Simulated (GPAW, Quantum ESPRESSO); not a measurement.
# Near-edge structure at the F K edge of ScF3 (Pm-3m), part 2 of 2

Aim: the near-edge shape at the F K edge of ScF3 (Pm-3m), and what the core hole does to it.

GPAW 26.7.0; X-ray absorption from dipole matrix elements to empty bands, plane-wave PAW LDA.

So far. Step 2 (Ground state of the crystal): The mesh shows a gap of 6.20 eV, so the hole is first treated in a charged cell, without the excited electron. Step 3 (Spectrum without a core hole, F atom 2): Main maxima below 24 eV (height): 1.1 eV (2.11), 4.0 eV (1.76), 7.0 eV (0.82), 11.2 eV (1.82) and 19.7 eV (1.14). A K edge sees empty p states; the first features are F p mixed into the empty d states of the Sc neighbours, and the broad ones above probably into the cations' higher empty bands.

## 5. Spectrum with FCH, F atom 2

The holes are 5.7 Å apart. In GPAW the data set carries the hole's charge, so charge=0 means a charged cell and charge=-1 a neutral one. The excited electron is left out and a uniform background balances the charge. After the field has converged, empty bands are computed with the density fixed and the dipole matrix elements are summed.

xas.py

```python
import numpy as np
from ase import Atoms
from ase.parallel import parprint, paropen
from gpaw import GPAW, PW, FermiDirac, Mixer, MixerDif, setup_paths
from gpaw.test import gen
setup_paths.insert(0, '.')
gen('F', name='fch1s', xcname='LDA', corehole=(1, 0, 1), write_xml=True)
from gpaw.mpi import world
world.barrier()

atoms = Atoms('Sc2F6',
    cell=[[4.01245, 0, 4.01245],
     [0, 4.01245, 4.01245],
     [-4.01245, 0, 4.01245]],
    scaled_positions=[[0, 0, 0],
     [0.5, 0, 0.5],
     [0.25, 0, 0.25],
     [0.75, 0, 0.75],
     [0.75, 0.5, 0.75],
     [0.25, 0.5, 0.25],
     [0.25, 0, 0.75],
     [0.75, 0, 0.25]],
    pbc=True)
atoms.calc = calc = GPAW(legacy_gpaw=True, mode=PW(500, force_complex_dtype=True), xc='LDA', setups={2: 'fch1s'},
    kpts={'size': (5, 5, 5), 'gamma': True}, occupations=FermiDirac(0.02),
    charge=0, mixer=Mixer(0.1, 5, 50), maxiter=150,
    convergence={'density': 0.0001, 'eigenstates': 1e-6}, txt='scf.txt')
energy = atoms.get_potential_energy() + calc.get_reference_energy()
ef = calc.get_fermi_level()
out = dict(energy=energy, fermi=ef, forces=atoms.get_forces().tolist())
parprint(f'all-electron energy {energy:.4f} eV, Fermi level {ef:.4f} eV')
ev = np.array([[calc.get_eigenvalues(k, s) for k in range(len(calc.get_ibz_k_points()))] for s in range(calc.get_number_of_spins())])
out['homo'], out['lumo'], out['counts'] = ev[ev < ef].max(), ev[ev > ef].min(), sorted(set((ev < ef).sum((0, 2)).tolist()))
out['filled'] = (ev[:, 0] < ef).sum(1).tolist()

from ase.units import Ha
from gpaw.xas import dipole_matrix_elements
nb = int(calc.get_number_of_electrons() / 2) + 90
top, nb = nb, nb + 8 + nb // 12
nscf = calc.fixed_density(kpts={'size': (6, 6, 6), 'gamma': True}, nbands=nb,
    convergence={'bands': top, 'eigenstates': 5e-3}, maxiter=60, txt='nscf.txt')
cell = atoms.cell.array
ops = [cell.T @ U.T @ np.linalg.inv(cell.T) for U in nscf.wfs.kd.symmetry.op_scc]
filled = [32]  # bands filled in the ground state, by spin
E = np.arange(-6, 34, 0.1)
fwhm = np.interp(E, [4, 25], [0.9, 3.5])
Y, X, zero, highest = 0, 0, 1e9, 1e9
for spin in range(nscf.get_number_of_spins()):
    wfs = nscf.wfs
    mine = wfs.bd.get_slice()  # this rank's bands
    A = dipole_matrix_elements(wfs.setups[2])
    eps = np.zeros((wfs.kd.nibzkpts, nb))
    d = np.zeros((3, A.shape[1], wfs.kd.nibzkpts, nb), complex)
    for kpt in wfs.kpt_u:
        if kpt.s == spin and 2 in kpt.P_ani:
            eps[kpt.k, mine] = kpt.eps_n * Ha
            d[:, :, kpt.k, mine] = (kpt.weight * wfs.nspins / 2) ** 0.5 * np.inner(A, kpt.P_ani[2])
    world.sum(eps)
    world.sum(d)
    T = np.einsum('amkn,bmkn->abkn', d, d.conj()).real
    T = sum(np.einsum('ai,ijkn,bj->abkn', R, T, R) for R in ops) / len(ops)
    empty = np.ones_like(eps, bool) & (np.arange(nb) >= filled[spin])
    zero, highest = min(zero, eps[empty].min()), min(highest, eps[:, top - 1].min())
    lines = [(eps, T, empty)] if spin == 0 else lines + [(eps, T, empty)]
for eps, T, empty in lines:
    f = np.einsum('aakn->akn', T).reshape(3, -1)
    x = eps.ravel() - zero
    w = np.interp(x, E, fwhm) / 2.35482
    g = np.exp(-0.5 * ((E[:, None] - x) / w) ** 2) / (w * (2 * np.pi) ** 0.5)
    Y = Y + (f * empty.ravel()) @ g.T
    X = X + (f * ~empty.ravel()) @ g.T
out.update(E=E.round(2).tolist(), xas=Y.tolist(), xes=X.tolist(), zero=zero, valid=highest - zero, nk=len(eps), nb=nb)
for i in range(0, len(E), 10):
    parprint(f'{E[i]:7.2f}', *(f'{v:10.3e}' for v in Y[:, i]))
import json
with paropen('out.json', 'w') as f:
    json.dump(out, f)
```

On the command line:

```bash
$ OMP_NUM_THREADS=1 mpirun -n 4 gpaw python xas.py
```

Numbers of over 12 decimals in the logs are rounded to 6 here.

What it wrote:

```text
Input parameters:
  convergence: {density: 0.0001,
                eigenstates: 1e-06}
  kpts: {gamma: True,
         size: (5, 5, 5)}
  maxiter: 150
  mixer: {backend: pulay,
          beta: 0.1,
          method: separate,
          nmaxold: 5,
          weight: 50}
  mode: {ecut: 500.0,
         force_complex_dtype: True,
         name: pw}
  occupations: {fixmagmom: False,
                name: fermi-dirac,
                width: 0.02}
  setups: {2: fch1s}

Initialize ...

[... PAW data sets ...]

Reference energy: -56973.688284  # eV

Spin-paired calculation

[... convergence settings ...]
Symmetries present (total): 8
  [... symmetry matrices ...]

125 k-points: 5 x 5 x 5 Monkhorst-Pack grid
18 k-points in the irreducible part of the Brillouin zone
       k-points in crystal coordinates                weights
   0:     0.00000000    0.00000000    0.00000000          1/125
   1:     0.20000000    0.00000000   -0.20000000          4/125
   2:     0.20000000    0.20000000   -0.20000000          4/125
   3:     0.20000000    0.20000000    0.00000000          8/125
   4:     0.20000000    0.20000000    0.20000000          2/125
   5:     0.40000000   -0.20000000    0.20000000          8/125
   6:     0.40000000    0.00000000   -0.40000000          4/125
   7:     0.40000000    0.00000000    0.20000000         16/125
   8:     0.40000000    0.00000000    0.40000000          8/125
   9:     0.40000000    0.20000000   -0.40000000          8/125
          ...
  17:     0.40000000    0.40000000    0.40000000          2/125

Wave functions: Plane wave expansion
  Cutoff energy: 500.000 eV
  Number of coefficients (min, max): 3269, 3296
  Pulay-stress correction: 0.000000 eV/Ang^3 (de/decut=0.000000)
  Using FFTW library
  Wavefunction extrapolation:
    Improved wavefunction reuse through dual PAW basis

Occupation numbers: Fermi-Dirac:
  width: 0.0200  # eV

Eigensolver
   Davidson(niter=2)

Densities:
  Coarse grid: 30*30*30 grid
  Fine grid: 60*60*60 grid
  Total Charge: 1.000000

Density mixing:
  Method: separate
  Backend: pulay
  Linear mixing parameter: 0.1
  old densities: 5
  Width of damping distribution: 1.1
  Damping of long wavelength oscillations: 50

[... Hamiltonian set-up ...]
Number of atoms: 8
Number of atomic orbitals: 50
Number of bands in calculation: 43
Number of valence electrons: 64
Bands to converge: occupied

... initialized

Initializing position-dependent things.

Density initialized from atomic densities
Creating initial wave functions:
  43 bands from LCAO basis set

              F

            F
              F
       F    Sc   F

            F

            Sc

Atomic positions and initial magnetic moments

Positions:
   0 Sc     0.000000    0.000000    0.000000    ( 0.0000,  0.0000,  0.0000)
   1 Sc     0.000000    0.000000    4.012450    ( 0.0000,  0.0000,  0.0000)
   2 F      0.000000    0.000000    2.006225    ( 0.0000,  0.0000,  0.0000)
   3 F     -0.000000    0.000000    6.018675    ( 0.0000,  0.0000,  0.0000)
   4 F     -0.000000    2.006225    8.024900    ( 0.0000,  0.0000,  0.0000)
   5 F      0.000000    2.006225    4.012450    ( 0.0000,  0.0000,  0.0000)
   6 F     -2.006225    0.000000    4.012450    ( 0.0000,  0.0000,  0.0000)
   7 F      2.006225    0.000000    4.012450    ( 0.0000,  0.0000,  0.0000)

Unit cell:
           periodic     x           y           z      points  spacing
  1. axis:    yes    4.012450    0.000000    4.012450    30     0.1544
  2. axis:    yes    0.000000    4.012450    4.012450    30     0.1337
  3. axis:    yes   -4.012450    0.000000    4.012450    30     0.1544

  Lengths:   5.674461   5.674461   5.674461
  Angles:   60.000000  90.000000  60.000000

Effective grid spacing dv^(1/3) = 0.1685

iter:   1   -77.266980
iter:   2   -75.092762   -0.73  -1.18
iter:   3   -72.191013   -0.39  -1.26
iter:   4   -72.124576   -1.20  -1.48
iter:   5   -72.087935   -1.03  -1.62
iter:   6   -72.122094   -1.37  -2.02
iter:   7   -72.024042   -1.78  -2.09
iter:   8   -72.027393   -3.08  -2.70
iter:   9   -72.029342c  -3.37  -2.71
iter:  10   -72.025924c  -2.92  -2.80
iter:  11   -72.025261c  -3.78  -3.25
iter:  12   -72.025255c  -4.85  -3.70
iter:  13   -72.025255c  -5.05  -3.76
iter:  14   -72.025238c  -5.56  -3.86
iter:  15   -72.025235c  -5.81  -3.94
iter:  16   -72.025237c  -6.55c -4.06c

Converged after 16 iterations.

Dipole moment: (-0.000000, -0.000000, -1.060327) |e|*Ang

Energy contributions relative to reference atoms: (reference = -56973.688284)

Kinetic:        +45.067967
Potential:      -70.810761
External:        +0.000000
XC:             -47.768619
Entropy (-ST):   -0.000000
Local:           +1.486177
SIC:             +0.000000
--------------------------
Free energy:    -72.025237
Extrapolated:   -72.025237

Showing only first 2 kpts
 Kpt  Band  Eigenvalues  Occupancy
  0    30     -2.36902    2.00000
  0    31     -2.28314    2.00000
  0    32      3.29013    0.00000
  0    33      3.29017    0.00000

  1    30     -2.45202    2.00000
  1    31     -2.36937    2.00000
  1    32      3.30277    0.00000
[...]
Fermi level: 0.10100

Gap: 5.573 eV
Transition (v -> c):
  (s=0, k=0, n=31, [0.00, 0.00, 0.00]) -> (s=0, k=0, n=32, [0.00, 0.00, 0.00])
No difference between direct/indirect transitions

Forces in eV/Ang:
  0 Sc    0.00000    0.00000   -4.74370
  1 Sc    0.00000    0.00000    4.74370
  2 F    -0.00000    0.00000    0.00000
  3 F     0.00000    0.00000   -0.00000
  4 F    -0.00000    0.00000    0.00000
  5 F    -0.00000   -0.00000    0.00000
  6 F     0.00000    0.00000    0.00000
  7 F    -0.00000    0.00000    0.00000
Scalar-relativistic atomic LDA calculation for F (Fluorine, Z=9)
Core hole in 1s state (1s occupation: 1.0)
300 radial gridpoints.
|------------------------------------------------|
|------------------------------------------------|
[... the atom generator's iteration count ...]

Energy contributions:
-------------------------
Kinetic:      +73.074518
XC:            -7.529720
Potential:   -138.883139
-------------------------
Total:        -73.338341

state      eigenvalue         ekin         rmax
-----------------------------------------------
1s^1.0 :   -27.508849    38.870947        0.112
2s^2.0 :    -1.877741     5.094802        0.712
2p^5.0 :    -1.212468     4.802793        0.605
-----------------------------------------------
(units: Bohr and Hartree)

Generating PAW setup
Kinetic energy of the core from tauc = 38.910803
Cutoffs:
rc(s)=1.200
rc(p)=1.200
rc(d)=1.200
rc(vbar)=1.080
rc(comp)=1.200
rc(nct)=1.200

Kinetic energy of the core states: 38.870947
Charge: 1.0
Core electrons: 1.0
Valence electrons: 7.0
Pseudo-core charge: 0.000102
Shape function alpha=6.944
Pseudo-electron charge 5.398325
state    eigenvalue         norm
--------------------------------
2s(2) :    -1.877741     1.039630
*s    :    -0.877741
2p(5) :    -1.212468     0.663793
*p    :    -0.212468
*d    :     0.000000
--------------------------------

Diagonalizing with gridspacing h=0.050

state   all-electron     PAW
-------------------------------
2s:      -1.877741    -1.879888
2p:      -1.212468    -1.215269
*d:                   -0.058611
*f:                   -0.013370
-------------------------------
all-electron energy -57045.7135 eV, Fermi level 0.1010 eV
[...]
31.00  4.546e-05  4.546e-05  7.019e-05
  32.00  3.892e-05  3.892e-05  7.491e-05
  33.00  3.533e-05  3.533e-05  7.182e-05
```

The job ended after 54 s (4 MPI ranks of Intel Xeon Platinum 8488C (Sapphire Rapids), shared host; peak memory 0.35 GiB; 3.6 min of CPU time).

The F K spectrum, F atom 2, full core hole (charged cell) (energy from the lowest empty level; intensity scaled to a mean of 1 over the first 20 eV):

```csv
E (eV),intensity
-2.0,0.00
-1.5,0.00
-1.0,0.00
-0.5,0.04
0.0,0.44
0.5,1.27
1.0,1.33
1.5,0.86
2.0,0.83
2.5,0.95
3.0,1.09
3.5,1.31
4.0,1.04
4.5,0.66
5.0,0.53
5.5,0.61
6.0,0.80
6.5,0.95
7.0,1.01
7.5,0.99
8.0,1.01
8.5,1.14
9.0,1.38
9.5,1.60
10.0,1.73
10.5,1.81
11.0,1.75
11.5,1.54
12.0,1.23
12.5,0.93
13.0,0.72
13.5,0.58
14.0,0.52
14.5,0.51
15.0,0.53
15.5,0.57
16.0,0.59
16.5,0.62
17.0,0.68
17.5,0.79
18.0,0.94
18.5,1.11
19.0,1.24
19.5,1.30
20.0,1.25
20.5,1.11
21.0,0.92
21.5,0.73
22.0,0.57
22.5,0.47
23.0,0.41
23.5,0.41
24.0,0.43
24.5,0.49
25.0,0.58
25.5,0.69
26.0,0.82
26.5,0.96
27.0,1.11
27.5,1.26
28.0,1.40
28.5,1.52
29.0,1.61
29.5,1.67
30.0,1.71
30.5,1.71
31.0,1.69
31.5,1.65
32.0,1.60
```

Main maxima below 24 eV (height): 0.8 eV (1.43), 3.5 eV (1.31), 10.6 eV (1.81) and 19.5 eV (1.30). 

The hole costs E(hole) − E(ground) = 686.75 eV, and the lowest empty level of the hole cell on the spectrum's mesh lies at 3.29 eV, which puts the zero at 690.04 eV. One term is added: -9.89 eV, since the hole is spin-paired here and a spin-polarised one costs that much less in the free atom (computed apart). The photon energy is then 680.15 eV. The functional and the charged cell's background leave an error in such absolute values: in the free atom LDA prices this hole 4.7 eV below PBE (computed apart), and PBE is itself good to a few eV.

## 6. Excitation energy, F atom 2

With the excited electron kept in the cell the system stays neutral, and the energy difference is an excitation energy by itself. In a small cell that electron takes up a good share of the lowest empty band, or all of one, which shifts the value from the true onset.

Changed against the first core-hole run: core hole to XCH, with the smearing that suits a partly filled band.

scf.py

```python
import numpy as np
from ase import Atoms
from ase.parallel import parprint, paropen
from gpaw import GPAW, PW, FermiDirac, Mixer, MixerDif, setup_paths
from gpaw.test import gen
setup_paths.insert(0, '.')
gen('F', name='fch1s', xcname='LDA', corehole=(1, 0, 1), write_xml=True)
from gpaw.mpi import world
world.barrier()

atoms = Atoms('Sc2F6',
    cell=[[4.01245, 0, 4.01245],
     [0, 4.01245, 4.01245],
     [-4.01245, 0, 4.01245]],
    scaled_positions=[[0, 0, 0],
     [0.5, 0, 0.5],
     [0.25, 0, 0.25],
     [0.75, 0, 0.75],
     [0.75, 0.5, 0.75],
     [0.25, 0.5, 0.25],
     [0.25, 0, 0.75],
     [0.75, 0, 0.25]],
    pbc=True)
atoms.calc = calc = GPAW(legacy_gpaw=True, mode=PW(500, force_complex_dtype=True), xc='LDA', setups={2: 'fch1s'},
    kpts={'size': (5, 5, 5), 'gamma': True}, occupations=FermiDirac(0.04),
    charge=-1, mixer=Mixer(0.1, 5, 50), maxiter=150,
    convergence={'density': 0.0001, 'eigenstates': 1e-6}, txt='scf.txt')
energy = atoms.get_potential_energy() + calc.get_reference_energy()
ef = calc.get_fermi_level()
out = dict(energy=energy, fermi=ef, forces=atoms.get_forces().tolist())
parprint(f'all-electron energy {energy:.4f} eV, Fermi level {ef:.4f} eV')
ev = np.array([[calc.get_eigenvalues(k, s) for k in range(len(calc.get_ibz_k_points()))] for s in range(calc.get_number_of_spins())])
out['homo'], out['lumo'], out['counts'] = ev[ev < ef].max(), ev[ev > ef].min(), sorted(set((ev < ef).sum((0, 2)).tolist()))
out['filled'] = (ev[:, 0] < ef).sum(1).tolist()
import json
with paropen('out.json', 'w') as f:
    json.dump(out, f)
```

On the command line:

```bash
$ OMP_NUM_THREADS=1 mpirun -n 4 gpaw python scf.py
```

What it wrote:

```text
Input parameters:
  charge: -1
  convergence: {density: 0.0001,
                eigenstates: 1e-06}
  kpts: {gamma: True,
         size: (5, 5, 5)}
  maxiter: 150
  mixer: {backend: pulay,
          beta: 0.1,
          method: separate,
          nmaxold: 5,
          weight: 50}
  mode: {ecut: 500.0,
         force_complex_dtype: True,
         name: pw}
  occupations: {fixmagmom: False,
[...]
--------------------------------
2s(2) :    -1.877741     1.039630
*s    :    -0.877741
2p(5) :    -1.212468     0.663793
*p    :    -0.212468
*d    :     0.000000
--------------------------------

Diagonalizing with gridspacing h=0.050

state   all-electron     PAW
-------------------------------
2s:      -1.877741    -1.879888
2p:      -1.212468    -1.215269
*d:                   -0.058611
*f:                   -0.013370
-------------------------------
all-electron energy -57041.5548 eV, Fermi level 4.9025 eV
[key lines of the parts left out:]
Converged after 19 iterations.
Dipole moment: (-0.000000, -0.000000, -1.066947) |e|*Ang
Free energy:    -67.880559
Fermi level: 4.90246
```

Wall time 18 s (4 MPI ranks); peak memory 0.23 GiB.

The total-energy difference is 690.91 eV. With the free-atom term of -9.89 eV for this edge, the photon energy is 681.02 eV.

## 7. What the core hole does

Both curves are counted from their own zero, so only the shift of weight within the empty states shows.

```csv
E (eV),no hole,FCH
-2.0,0.00,0.00
-1.0,0.00,0.00
0.0,0.28,0.44
1.0,2.10,1.33
2.0,0.63,0.83
3.0,0.90,1.09
4.0,1.76,1.04
5.0,0.65,0.53
6.0,0.57,0.80
7.0,0.82,1.01
8.0,0.73,1.01
9.0,1.04,1.38
10.0,1.36,1.73
11.0,1.79,1.75
12.0,1.60,1.23
13.0,1.05,0.72
14.0,0.61,0.52
15.0,0.54,0.53
16.0,0.59,0.59
17.0,0.62,0.68
18.0,0.80,0.94
19.0,1.06,1.24
20.0,1.12,1.25
21.0,0.88,0.92
22.0,0.57,0.57
23.0,0.39,0.41
24.0,0.35,0.43
25.0,0.40,0.58
26.0,0.51,0.82
27.0,0.66,1.11
28.0,0.81,1.40
29.0,0.94,1.61
30.0,1.08,1.71
31.0,1.21,1.69
32.0,1.31,1.60
```

With each curve scaled to its own mean, the area from −2 to 6 eV with the hole is 5.7 against 6.5, and the centre of weight from −1 to 20 eV moves by +0.3 eV (first and strongest maxima below 20 eV: 1.1 eV (2.11), 4.0 eV (1.76) and 11.2 eV (1.82) without the hole, 0.8 eV (1.43), 3.5 eV (1.31) and 10.6 eV (1.81) with it): the weight at the onset falls, probably as the absorber's own filled states drop away from the neighbours' empty ones and mix less with them.

## 8. Against the measurement

Features are paired by their description (first, strongest, rising edge, steepest rise) or, failing that, by nearness after a common offset; their character isn't checked.

GPAW LDA (Gaussian full width 0.9 eV up to 4 eV, rising linearly to 3.5 eV at 25 eV):

| measured feature | measured (eV) | computed feature | computed (eV) | difference (eV) |
| --- | --- | --- | --- | --- |
| F K-edge, lowest-energy sharp peak at the onset | 687 | first maximum | 681.0 | -6.0 |

## 9. Runs not followed above

These runs aren't followed: redraws of a spectrum that repeat one shown, runs with a planted fault or a state judged unsound, or a program's part that gave no sound spectrum.

| program | step | status | elapsed |
| --- | --- | --- | --- |
| Quantum ESPRESSO | ground state | crashed | 7.3 s |

## 10. Outcome

| Quantity | Value |
| --- | --- |
| absorber and edge | F K, atom 2 of the ground-state input (counted from 1) |
| surroundings | 2 Sc at 2.01 Å (linear, site symmetry 4/mmm) |
| highest intensity below 16 eV | 10.6 eV above the zero, height 1.81 |
| photon energy of the zero, with the added terms | 680.2 eV (raw 690.0 eV; LDA puts this hole about 5 eV below PBE, itself good to a few eV) |

**Reading.** GPAW LDA lies 6.0 eV below the measured energy, of which about 5 eV is this functional's underpricing of the hole against PBE in the free atom. Energy scales of different experiments differ by up to about 1 eV. The F K edge of atom 2, with 2 Sc at 2.01 Å (linear, site symmetry 4/mmm), has its highest intensity of the first 16 eV at 10.6 eV above the zero, near 691 eV in photon energy (LDA puts this hole about 5 eV below PBE, itself good to a few eV), 1.8 times the mean level of the first 20 eV (Gaussian full width 0.9 eV up to 4 eV, rising linearly to 3.5 eV at 25 eV). With each curve scaled to its own mean, the area from −2 to 6 eV with the hole is 5.7 against 6.5, and the centre of weight from −1 to 20 eV moves by +0.3 eV (first and strongest maxima below 20 eV: 1.1 eV (2.11), 4.0 eV (1.76) and 11.2 eV (1.82) without the hole, 0.8 eV (1.43), 3.5 eV (1.31) and 10.6 eV (1.81) with it): the weight at the onset falls, probably as the absorber's own filled states drop away from the neighbours' empty ones and mix less with them. The neutral-cell energy lies +0.9 eV from the charged-cell zero, a gap made of the charged-cell error and of where the added electron settles. The same cell was also set up in Quantum ESPRESSO; that part failed, was judged unsound or used a data set known to give false states; its runs are listed without their results. The holes are only 5.7 Å apart, so the shape is probably not converged with cell size; no larger cell was run here. The mesh is coarse (0.26 Å⁻¹ between points), so small maxima may be mesh ripples. Lifetime broadening is put in by hand, and intensities beyond about 20 eV depend on it and on the partial waves; weight that the partial waves miss at high energy is lost. The structure is a published determination, not relaxed.

[Banner, clock and machine lines of the logs are left out without a mark of their own.]

[Logs are printed without paths, hosts, clocks, repeated set-up lines and the standing remarks that a program may print on its own settings, such as how far it seeks lower states.]

[Hosts, paths, dates, database ids (printed as entryN), source tags and the programs' standing remarks are cut or masked in the printed files.]

[Lists of maxima count a maximum above −3 eV only where it reaches 4 % of the highest in the window and stands out from its surroundings by 2 % of it (1.5 % where it reaches 55 %); shoulders and weaker maxima are passed over, and of the rest the first, up to two pre-edge ones and the few strongest are named.]
